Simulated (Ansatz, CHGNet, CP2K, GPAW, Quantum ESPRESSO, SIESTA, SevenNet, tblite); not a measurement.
**Other levels on liquid Cu37Al22Si42 (at. %) at 1600 K (79 atoms)**

Density of this cell: 3.67 g/cm³. The cell holds 79 atoms: 29 Cu, 17 Al and 33 Si. Cell: a = 11.350 Å, b = 11.350 Å, c = 11.350 Å, α = 90.0°, β = 90.0°, γ = 90.0°. 79 atoms (29 Cu, 17 Al, 33 Si) placed at random at 4.03 g/cm³, melted at 2000 K for 10 ps at fixed volume with the MEAM Al-Si-Mg-Cu-Fe potential (Jelinek et al., Phys. Rev. B 85, 245102 (2012)). Snapshot at the end of a hold of 10 ps at 1600 K and zero pressure. Then every atom was moved at random, 0.05 Å r.m.s. a Cartesian component.

Geometry: as built.

The reference, a calculation:

| Property | Result |
| --- | --- |
| method | Kohn-Sham DFT, PBE, SSSP efficiency 1.3.0 pseudopotentials, plane waves (Quantum ESPRESSO 7.5); sssp-pbe-1.3.0-efficiency, cutoffs 60/480 Ry, Γ point |
| r.m.s. force component | 0.7782 eV/Å |
| longest force | 4.997 eV/Å |
| pressure | -5.242 GPa |
| time | 5.4 min on 4 MPI ranks of Arm Neoverse V2, shared host |
| CPU time | 22 min |

In doubt: a PseudoDojo file used here is known to give poor structures and forces (SIESTA), which bears on pressures, cells, forces and phonons.

Q: Estimate the differences from the reference, the CPU time and the memory of each run.
- CP2K PBE, DZVP-MOLOPT-SR, 280/50 Ry, diagonalisation (CP2K 2026.2; 2 threads)
- SIESTA PBE, DZP, shift 0.01 Ry, mesh 500 Ry (SIESTA 5.4.2; 2 MPI ranks)
- CP2K PBE, DZVP-MOLOPT-SR, 800/20 Ry, diagonalisation (CP2K 2026.2; 4 MPI ranks)
- SIESTA PBE, SZ, shift 0.01 Ry, mesh 500 Ry (SIESTA 5.4.2; 1 thread)
- CHGNet r2SCAN potential (CHGNet r2SCAN; 1 thread)
- GPAW PBE, LCAO dzp, h 0.2 Å (GPAW 26.7.0; 1 thread)
- GPAW revPBE, LCAO dzp, h 0.2 Å (GPAW 26.7.0; 1 thread)
- CP2K PBE, SZV-MOLOPT-SR, 800/50 Ry, diagonalisation (CP2K 2026.2; 2 threads)
- CHGNet 0.3.0 potential (CHGNet 0.3.0; 1 thread)
- GPAW PBE, LCAO dzp, h 0.28 Å (GPAW 26.7.0; 1 thread)

Differences are against the plane-wave reference, forces as r.m.s. over components; share is that over the reference's r.m.s. force, slope the least-squares factor from reference forces to these. Total energies of different programs have different zeros and aren't compared.

```tsv
run	Δ force, r.m.s. (meV/Å)	share (%)	slope	Δ pressure (GPa)	cores	CPU time	memory (GiB)
reference	-	-	-	-	4	22 min	5.3
CP2K PBE, DZVP-MOLOPT-SR, 280/50 Ry, diagonalisation (coarse)	441	56.7	1.030	1.32	2	6.5 min	1.7
SIESTA PBE, DZP, shift 0.01 Ry, mesh 500 Ry	71.7	9.21	1.044	-0.589	2	15 min	3.1
CP2K PBE, DZVP-MOLOPT-SR, 800/20 Ry, diagonalisation (coarse)	312	40.0	1.024	1.43	4	6.7 min	8.0
SIESTA PBE, SZ, shift 0.01 Ry, mesh 500 Ry (coarse)	469	60.2	1.203	7.50	1	3.7 min	1.3
CHGNet r2SCAN potential	301	38.6	0.812	-5.92	1	3.1 s	0.88
GPAW PBE, LCAO dzp, h 0.2 Å	77.5	9.95	1.067	-	1	5.1 min	1.7
GPAW revPBE, LCAO dzp, h 0.2 Å	107	13.8	1.096	-	1	5.2 min	1.7
CP2K PBE, SZV-MOLOPT-SR, 800/50 Ry, diagonalisation (coarse)	366	47.1	1.245	8.50	2	5.3 min	5.5
CHGNet 0.3.0 potential	254	32.7	1.029	-2.02	1	3.5 s	0.88
GPAW PBE, LCAO dzp, h 0.28 Å (coarse)	78.8	10.1	1.066	-	1	2.4 min	0.75
```

Rows marked coarse use a setting chosen to be so.

Times of the machine-learned potentials are mostly Python's start and the loading of weights.

CPU time is summed over cores on a shared host, where runs went side by side, so it is rough. Symmetry, cutoffs, thresholds, outputs and thread counts weren't matched or tuned between programs; memory under MPI is the largest rank's times the ranks.

The PBE runs in local orbitals, coarse settings apart, differ by 9.2 % (SIESTA PBE, DZP, shift 0.01 Ry, mesh 500 Ry) to 10.0 % (GPAW PBE, LCAO dzp, h 0.2 Å); basis, grid and potentials can all enter. Machine-learned potentials differ by 33 % (CHGNet 0.3.0 potential) to 39 % (CHGNet r2SCAN potential); they were trained on other programs' data, some at another functional. Rows with another functional or a dispersion term differ by 14 % (GPAW revPBE, LCAO dzp, h 0.2 Å), which mixes the change of model with differences of basis and potentials. Runs with settings chosen to be coarse differ by 10 % (GPAW PBE, LCAO dzp, h 0.28 Å) to 60 % (SIESTA PBE, SZ, shift 0.01 Ry, mesh 500 Ry), their programs' other errors included. Machine-learned potentials mimic data converged in k, so the reference's own k-point error enters their differences. The network of bonds at the start is that of the classical potential that made the cell, and needn't be the one that DFT or experiment would give. The electronic-structure runs sample only Γ, in a cell whose shortest periodic width is 11 Å, which is coarse for a cell with partly filled levels.

[Long decimals in the printed logs are rounded to 6 places.]

[Logs are printed without paths, hosts, clocks, repeated set-up lines and the standing remarks that a program may print on its own settings, such as how far it seeks lower states.]

[Hosts, paths, dates, database ids (printed as entryN), source tags and the programs' standing remarks are cut or masked in the printed files.]
